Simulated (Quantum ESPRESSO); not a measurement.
**Fixed-spin-moment curve of MnPt**

Wanted: E(M) for MnPt from a parallel start.

Calculated with Quantum ESPRESSO 7.5; LDA; plane waves with GBRV 1.5 LDA potentials, no spin-orbit coupling.

### 1. Starting point

The structure is tetragonal, space group P4/mmm (No. 123). Conventional cell: a = 2.830 Å, b = 2.830 Å, c = 3.660 Å, α = 90.00°, β = 90.00°, γ = 90.00°. Nearest to Mn lie 8 Pt at 2.71 Å and 4 Mn at 2.83 Å. Pt has 8 Mn at 2.71 Å and 4 Pt at 2.83 Å nearest. Farther neighbours are not listed.

Structure file:

```cif
data_structure
_symmetry_space_group_name_H-M 'P4/mmm'
_symmetry_Int_Tables_number 123
_cell_length_a 2.8300
_cell_length_b 2.8300
_cell_length_c 3.6600
_cell_angle_alpha 90.000
_cell_angle_beta 90.000
_cell_angle_gamma 90.000
_cell_volume 29.31
loop_
_atom_site_label
_atom_site_type_symbol
_atom_site_symmetry_multiplicity
_atom_site_Wyckoff_symbol
_atom_site_fract_x
_atom_site_fract_y
_atom_site_fract_z
_atom_site_occupancy
Mn1 Mn 1 a 0.00000 0.00000 0.00000 1
Pt1 Pt 1 d 0.50000 0.50000 0.50000 1
```

The cell comes from the Crystallography Open Database.

### 2. The free run

pw.in reads:

```
&CONTROL
  calculation = 'scf'
  prefix = 'pwscf'
  outdir = './tmp'
  pseudo_dir = './pseudo'
  disk_io = 'nowf'
/
&SYSTEM
  ibrav = 0
  celldm(1) = 8
  nat = 2
  ntyp = 2
  ecutwfc = 40
  ecutrho = 280
  nbnd = 24
  occupations = 'smearing'
  smearing = 'fd'
  degauss = 0.00367493
  nspin = 2
  starting_magnetization(1) = 0.2333
  starting_magnetization(2) = 0
/
&ELECTRONS
  conv_thr = 4d-09
  electron_maxstep = 150
  mixing_beta = 0.3
/
ATOMIC_SPECIES
Mn     54.9380 mn_lda_v1.5.uspp.F.UPF
Pt    195.0840 pt_lda_v1.4.uspp.F.UPF
CELL_PARAMETERS alat
   0.6684906165864    0.0000000000000    0.0000000000000
   0.0000000000000    0.6684906165864    0.0000000000000
   0.0000000000000    0.0000000000000    0.8645497020163
ATOMIC_POSITIONS crystal
Mn      0.0000000000    0.0000000000    0.0000000000
Pt      0.5000000000    0.5000000000    0.5000000000
K_POINTS automatic
10 10 10 0 0 0
```

On the command line:

```console
OMP_NUM_THREADS=1 mpirun -n 2 pw.x -nk 2 -in pw.in > pw.out
```

What it wrote:

```text
Program PWSCF v.7.5 starts

     Message from routine setup:
     using ibrav=0 with symmetry is DISCOURAGED, use correct ibrav instead

     K-points division:     npool     =       2
     Subspace diagonalization in iterative solution of the eigenvalue problem:

     G-vector sticks info
     --------------------
     sticks:   dense  smooth     PW     G-vecs:    dense   smooth      PW
     Sum         641     357    121                15733     6759    1257

     Using Slab Decomposition

     bravais-lattice index     =            0
     lattice parameter (alat)  =       8.0000  a.u.
     unit-cell volume          =     197.8111 (a.u.)^3
     number of atoms/cell      =            2
     number of atomic types    =            2
     number of electrons       =        31.00
     number of Kohn-Sham states=           24
     kinetic-energy cutoff     =      40.0000  Ry
     charge density cutoff     =     280.0000  Ry
     scf convergence threshold =      4.0E-09
     mixing beta               =       0.3000
     number of iterations used =            8  plain     mixing
     Exchange-correlation=  SLA  PZ   NOGX NOGC
                           (   1   1   0   0   0   0   0)

     celldm(1)=   8.000000  celldm(2)=   0.000000  celldm(3)=   0.000000
     celldm(4)=   0.000000  celldm(5)=   0.000000  celldm(6)=   0.000000

     crystal axes: (cart. coord. in units of alat)
               a(1) = (   0.668491   0.000000   0.000000 )
               a(2) = (   0.000000   0.668491   0.000000 )
               a(3) = (   0.000000   0.000000   0.864550 )

     reciprocal axes: (cart. coord. in units 2 pi/alat)
               b(1) = (  1.495907  0.000000  0.000000 )
               b(2) = (  0.000000  1.495907  0.000000 )
               b(3) = (  0.000000  0.000000  1.156671 )

     PseudoPot. # 1 for Mn read from file:
     mn_lda_v1.5.uspp.F.UPF
     Pseudo is Ultrasoft + core correction, Zval = 15.0
     Generated by new atomic code, or converted to UPF format
     Using radial grid of  859 points,  6 beta functions with:
                l(1) =   0
                l(2) =   0
                l(3) =   1
                l(4) =   1
                l(5) =   2
                l(6) =   2
     Q(r) pseudized with  8 coefficients,  rinner =    0.950   0.950   0.950
                                                       0.950   0.950

     PseudoPot. # 2 for Pt read from file:
     pt_lda_v1.4.uspp.F.UPF
     Pseudo is Ultrasoft + core correction, Zval = 16.0
     Generated by new atomic code, or converted to UPF format
     Using radial grid of  985 points,  6 beta functions with:
                l(1) =   0
                l(2) =   0
                l(3) =   1
                l(4) =   1
                l(5) =   2
                l(6) =   2
     Q(r) pseudized with  8 coefficients,  rinner =    1.300   1.300   1.300
                                                       1.300   1.300

     atomic species   valence    mass     pseudopotential
     Mn               15.00    54.93800     Mn( 1.00)
     Pt               16.00   195.08400     Pt( 1.00)

     Starting magnetic structure
     atomic species   magnetization
     Mn              0.233
     Pt              0.000

     16 Sym. Ops., with inversion, found

   Cartesian axes

     site n.     atom                  positions (alat units)
         1        Mn     tau(   1) = (   0.0000000   0.0000000   0.0000000  )
         2        Pt     tau(   2) = (   0.3342453   0.3342453   0.4322749  )

     number of k points=   126  Fermi-Dirac smearing, width (Ry)=  0.0037

     Number of k-points >= 100: set verbosity='high' to print them.

     Dense  grid:    15733 G-vectors     FFT dimensions: (  30,  30,  40)

     Smooth grid:     6759 G-vectors     FFT dimensions: (  24,  24,  27)

     Check: negative core charge=   -0.000035
     Generating pointlists ...
     new r_m :   0.2642 (alat units)  2.1138 (a.u.) for type    1
     new r_m :   0.2642 (alat units)  2.1138 (a.u.) for type    2

     Initial potential from superposition of free atoms

     starting charge      29.9999, renormalised to      31.0000

     negative rho (up, down):  9.045E-02 9.061E-02
     Starting wfcs are   25 randomized atomic wfcs

     Self-consistent Calculation

     iteration #  1     ecut=    40.00 Ry     beta= 0.30
     Davidson diagonalization with overlap
     ethr =  1.00E-02,  avg # of iterations =  4.3

     negative rho (up, down):  8.555E-02 8.557E-02

     total energy              =    -421.62833529 Ry
     estimated scf accuracy    <       2.47008222 Ry

     total magnetization       =     2.32 Bohr mag/cell
     absolute magnetization    =     2.51 Bohr mag/cell

     iteration #  2     ecut=    40.00 Ry     beta= 0.30
     Davidson diagonalization with overlap
     ethr =  7.97E-03,  avg # of iterations =  2.0

     negative rho (up, down):  8.552E-02 8.517E-02

     total energy              =    -421.74643487 Ry
     estimated scf accuracy    <       1.06038873 Ry

     total magnetization       =     3.10 Bohr mag/cell
     absolute magnetization    =     3.12 Bohr mag/cell

     iteration #  3     ecut=    40.00 Ry     beta= 0.30
     Davidson diagonalization with overlap
     ethr =  3.42E-03,  avg # of iterations =  1.9

     negative rho (up, down):  8.447E-02 8.382E-02

     total energy              =    -421.85721536 Ry
     estimated scf accuracy    <       1.41239639 Ry

     total magnetization       =     2.61 Bohr mag/cell
     absolute magnetization    =     2.70 Bohr mag/cell

     [... further iterations left out ...]

     iteration # 12     ecut=    40.00 Ry     beta= 0.30
     Davidson diagonalization with overlap
     ethr =  7.96E-09,  avg # of iterations =  1.5

     negative rho (up, down):  8.469E-02 8.105E-02

     total energy              =    -422.00715190 Ry
     estimated scf accuracy    <       0.00000025 Ry

     total magnetization       =     4.12 Bohr mag/cell
     absolute magnetization    =     4.17 Bohr mag/cell

     iteration # 13     ecut=    40.00 Ry     beta= 0.30
     Davidson diagonalization with overlap
     ethr =  8.05E-10,  avg # of iterations =  1.8

     negative rho (up, down):  8.468E-02 8.105E-02

     total energy              =    -422.00715196 Ry
     estimated scf accuracy    <       0.00000002 Ry

     total magnetization       =     4.12 Bohr mag/cell
     absolute magnetization    =     4.17 Bohr mag/cell

     iteration # 14     ecut=    40.00 Ry     beta= 0.30
     Davidson diagonalization with overlap
     ethr =  5.70E-11,  avg # of iterations =  2.4

     negative rho (up, down):  8.469E-02 8.105E-02

     total energy              =    -422.00715198 Ry
     estimated scf accuracy    <       0.00000001 Ry

     total magnetization       =     4.12 Bohr mag/cell
     absolute magnetization    =     4.17 Bohr mag/cell

     iteration # 15     ecut=    40.00 Ry     beta= 0.30
     Davidson diagonalization with overlap
     ethr =  4.32E-11,  avg # of iterations =  1.3

     negative rho (up, down):  8.469E-02 8.105E-02

     Magnetic moment per site  (integrated on atomic sphere of radius R)
     atom   1 (R=0.264)  charge= 13.6270  magn=  3.6318
     atom   2 (R=0.264)  charge= 13.8812  magn=  0.3771

     End of self-consistent calculation

     Number of k-points >= 100: set verbosity='high' to print the bands.

     the Fermi energy is    18.5248 ev

!    total energy              =    -422.00715199 Ry
     estimated scf accuracy    <          9.5E-11 Ry
     smearing contrib. (-TS)   =      -0.00093709 Ry
     internal energy E=F+TS    =    -422.00621489 Ry

     The total energy is F=E-TS. E is the sum of the following terms:
     one-electron contribution =    -119.48359381 Ry
     hartree contribution      =      80.81572168 Ry
     xc contribution           =     -83.09887344 Ry
     ewald contribution        =    -300.23946933 Ry

     total magnetization       =     4.12 Bohr mag/cell
     absolute magnetization    =     4.17 Bohr mag/cell

     convergence has been achieved in  15 iterations

=------------------------------------------------------------------------------=
   JOB DONE.
=------------------------------------------------------------------------------=
```

Run time: 52 s. Hardware: 2 MPI ranks of Arm Neoverse V1, shared host; peak memory 0.24 GiB; 1.7 min of CPU time.

Spin moment in the atom's sphere by atom:

```csv
atom,spin moment in the atom's sphere (μB)
Mn1,3.63
Pt2,0.38
```

Numbers from this step:

```yaml
smearing_term_ts: 0.01275 eV
magnetization: 4.121 μB
absolute_magnetization: 4.171 μB
final_state: ferromagnetic
```

### 3. Moment fixed at 0 μB

The two spin channels are filled to separate Fermi energies, so that the total moment meets the target. Half of the up one less the down one is the slope dE/dM.

Changes to pw.in since step 2:

```diff
@@ -14,3 +14,3 @@
   ecutrho = 280
-  nbnd = 24
+  nbnd = 25
   occupations = 'smearing'
@@ -19,4 +19,5 @@
   nspin = 2
-  starting_magnetization(1) = 0.2333
+  starting_magnetization(1) = 0.0117
   starting_magnetization(2) = 0
+  tot_magnetization = 0
 /
```

What it wrote:

```text
     [... lines left out ...]
Program PWSCF v.7.5 starts
     [... lines left out ...]
     number of atoms/cell      =            2
     [... lines left out ...]
     number of electrons       =        31.00 (up:  15.50, down:  15.50)
     number of Kohn-Sham states=           25
     kinetic-energy cutoff     =      40.0000  Ry
     charge density cutoff     =     280.0000  Ry
     scf convergence threshold =      4.0E-09
     [... lines left out ...]
     16 Sym. Ops., with inversion, found
     [... lines left out ...]
     number of k points=   126  Fermi-Dirac smearing, width (Ry)=  0.0037
     [... lines left out ...]
     iteration # 15     ecut=    40.00 Ry     beta= 0.30
     [... lines left out ...]
     Magnetic moment per site  (integrated on atomic sphere of radius R)
     atom   1 (R=0.264)  charge= 13.6661  magn=  0.0001
     atom   2 (R=0.264)  charge= 13.8047  magn= -0.0001
     [... lines left out ...]
     the spin up/dw Fermi energies are    18.3799   18.3801 ev
!    total energy              =    -421.95854374 Ry
     estimated scf accuracy    <          1.9E-09 Ry
     smearing contrib. (-TS)   =      -0.00309577 Ry
     [... lines left out ...]
     total magnetization       =     0.00 Bohr mag/cell
     absolute magnetization    =     0.00 Bohr mag/cell
     convergence has been achieved in  15 iterations
```

Elapsed: 53 s, on 2 MPI ranks; peak memory 0.24 GiB; 1.8 min of CPU time.

Numbers from this step:

| Quantity | Value |
| --- | --- |
| magnetization | 0 μB |
| absolute magnetization | 0 μB |
| half the difference of the two Fermi energies | -0.1 meV |
| largest moment | 0 μB |

### 4. Moment fixed at 0.556 μB

Changes to pw.in since step 3:

```diff
@@ -14,3 +14,3 @@
   ecutrho = 280
-  nbnd = 25
+  nbnd = 26
   occupations = 'smearing'
@@ -19,5 +19,5 @@
   nspin = 2
-  starting_magnetization(1) = 0.0117
+  starting_magnetization(1) = 0.0371
   starting_magnetization(2) = 0
-  tot_magnetization = 0
+  tot_magnetization = 0.556
 /
```

What it wrote:

```text
     [... lines left out ...]
Program PWSCF v.7.5 starts
     [... lines left out ...]
     number of atoms/cell      =            2
     [... lines left out ...]
     number of electrons       =        31.00 (up:  15.78, down:  15.22)
     number of Kohn-Sham states=           26
     kinetic-energy cutoff     =      40.0000  Ry
     charge density cutoff     =     280.0000  Ry
     scf convergence threshold =      4.0E-09
     [... lines left out ...]
     16 Sym. Ops., with inversion, found
     [... lines left out ...]
     number of k points=   126  Fermi-Dirac smearing, width (Ry)=  0.0037
     [... lines left out ...]
     iteration # 16     ecut=    40.00 Ry     beta= 0.30
     [... lines left out ...]
     Magnetic moment per site  (integrated on atomic sphere of radius R)
     atom   1 (R=0.264)  charge= 13.6645  magn=  0.6243
     atom   2 (R=0.264)  charge= 13.8070  magn= -0.0664
     [... lines left out ...]
     the spin up/dw Fermi energies are    18.2907   18.5298 ev
!    total energy              =    -421.96110818 Ry
     estimated scf accuracy    <          1.7E-09 Ry
     smearing contrib. (-TS)   =      -0.00305058 Ry
     [... lines left out ...]
     total magnetization       =     0.56 Bohr mag/cell
     absolute magnetization    =     0.72 Bohr mag/cell
     convergence has been achieved in  16 iterations
```

Wall time 58 s (2 MPI ranks); peak memory 0.24 GiB; 1.9 min of CPU time.

Spin moment in the atom's sphere by atom:

```csv
atom,spin moment in the atom's sphere (μB)
Mn1,0.624
Pt2,-0.066
```

Numbers from this step:

* magnetization: 0.556 μB
* absolute magnetization: 0.723 μB
* half the difference of the two Fermi energies: -119.5 meV

### 5. Moment fixed at 1.113 μB

Changes to pw.in since step 4:

```diff
@@ -19,5 +19,5 @@
   nspin = 2
-  starting_magnetization(1) = 0.0371
+  starting_magnetization(1) = 0.0742
   starting_magnetization(2) = 0
-  tot_magnetization = 0.556
+  tot_magnetization = 1.113
 /
```

What it wrote:

```text
     [... lines left out ...]
Program PWSCF v.7.5 starts
     [... lines left out ...]
     number of atoms/cell      =            2
     [... lines left out ...]
     number of electrons       =        31.00 (up:  16.06, down:  14.94)
     number of Kohn-Sham states=           26
     kinetic-energy cutoff     =      40.0000  Ry
     charge density cutoff     =     280.0000  Ry
     scf convergence threshold =      4.0E-09
     [... lines left out ...]
     16 Sym. Ops., with inversion, found
     [... lines left out ...]
     number of k points=   126  Fermi-Dirac smearing, width (Ry)=  0.0037
     [... lines left out ...]
     iteration # 15     ecut=    40.00 Ry     beta= 0.30
     [... lines left out ...]
     Magnetic moment per site  (integrated on atomic sphere of radius R)
     atom   1 (R=0.264)  charge= 13.6608  magn=  1.1865
     atom   2 (R=0.264)  charge= 13.8121  magn= -0.0717
     [... lines left out ...]
     the spin up/dw Fermi energies are    18.2430   18.6394 ev
!    total energy              =    -421.96783162 Ry
     estimated scf accuracy    <          3.4E-10 Ry
     smearing contrib. (-TS)   =      -0.00249738 Ry
     [... lines left out ...]
     total magnetization       =     1.11 Bohr mag/cell
     absolute magnetization    =     1.32 Bohr mag/cell
     convergence has been achieved in  15 iterations
```

Wall time 55 s (2 MPI ranks); peak memory 0.24 GiB; 1.8 min of CPU time.

Read from the output:

```
magnetization                                 : 1.113 μB
absolute magnetization                        : 1.322 μB
half the difference of the two Fermi energies : -198.2 meV
largest moment                                : 1.186 μB
```

### 6. All moments

The runs not shown differ in the target, the start and the number of states alone. The point at 4.12 μB is the free run, entered with slope zero.

Table of energy over the lowest by total spin moment:

```csv
total spin moment (μB a cell),energy over the lowest (meV a cell)
0.00,661
0.56,626
1.11,535
1.67,421
2.23,309
2.78,199
3.34,89.6
3.89,11.0
4.12,0
4.45,45.6
5.01,388
5.56,1100
```

Table of dE/dM by total spin moment:

```csv
total spin moment (μB a cell),dE/dM (meV/μB)
0.00,-0.0931
0.56,-120
1.11,-198
1.67,-203
2.23,-196
2.78,-201
3.34,-183
3.89,-85.1
4.12,0
4.45,331
5.01,950
5.56,1616
```

Largest site moment against total spin moment:

```csv
total spin moment (μB a cell),largest site moment (μB)
0.00,9.5e-5
0.56,0.624
1.11,1.19
1.67,1.67
2.23,2.14
2.78,2.64
3.34,3.10
3.89,3.48
4.12,3.63
4.45,3.82
5.01,4.07
5.56,4.23
```

### 7. What came out

```yaml
moment_of_the_free_run: 4.12 μB a cell
energy_at_zero_total_moment: 661 meV a cell over the lowest
delta_e_delta_m2_from_the_lowest_point_to_4p45_and_to_3p89_mu_b: 419 and 213 meV/μB²
```

**Reading.** At zero total moment the site moments vanish, so the 661 meV a cell is the energy of forming them. The points show one minimum alone. The cell holds one seeded atom, so opposed orders, which may lie lower, cannot form in it.

[Logs and program files are shortened in this print: banners, set-up blocks, solver, clock and traceback lines can be left out without a mark of their own.]

[Logs are printed without paths, hosts, clocks, repeated set-up lines and the standing remarks that a program may print on its own settings, such as how far it seeks lower states.]

[Hosts, paths, dates, database ids (printed as entryN), source tags and the programs' standing remarks are cut or masked in the printed files.]

[Where a cell is said to come from a database of computed structures, the database is the Materials Project.]
